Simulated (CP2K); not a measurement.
The C K edge of cyclopropenylium was computed by TDDFT (CP2K XAS_TDP, aug-cc-pVTZ, TDA) at these levels: PBE0, PBEh(45%) and PBEh(45%) + GW2X. The first three lines of C1 (bonded to 2 C and H) with a strength over 0.0015, energy in eV and strength:

| run | first | second | third |
| --- | --- | --- | --- |
| 1 | 286.28 (0.075) | 293.19 (0.041) | 293.22 (0.011) |
| 2 | 280.86 (0.077) | 287.77 (0.042) | 287.81 (0.012) |
| 3 | 275.95 (0.064) | 281.85 (0.008) | 281.96 (0.017) |

Q: Which run is which?

Run 1: PBEh(45%) + GW2X (45 % exact exchange). Run 2: PBEh(45%) (45 % exact exchange). Run 3: PBE0 (25 % exact exchange). Self-interaction lifts the core level, so the uncorrected lines rise with the share of exact exchange. The GW2X run keeps the spacings of its parent: 6.91 eV between the first two lines in run 1, 6.91 eV in run 2. Its shift is +5.42 eV, since the Kohn–Sham level at this share of exchange lies that far above the quasiparticle level.

[Hosts, paths, dates, database ids (printed as entryN), source tags and the programs' standing remarks are cut or masked in the printed files.]
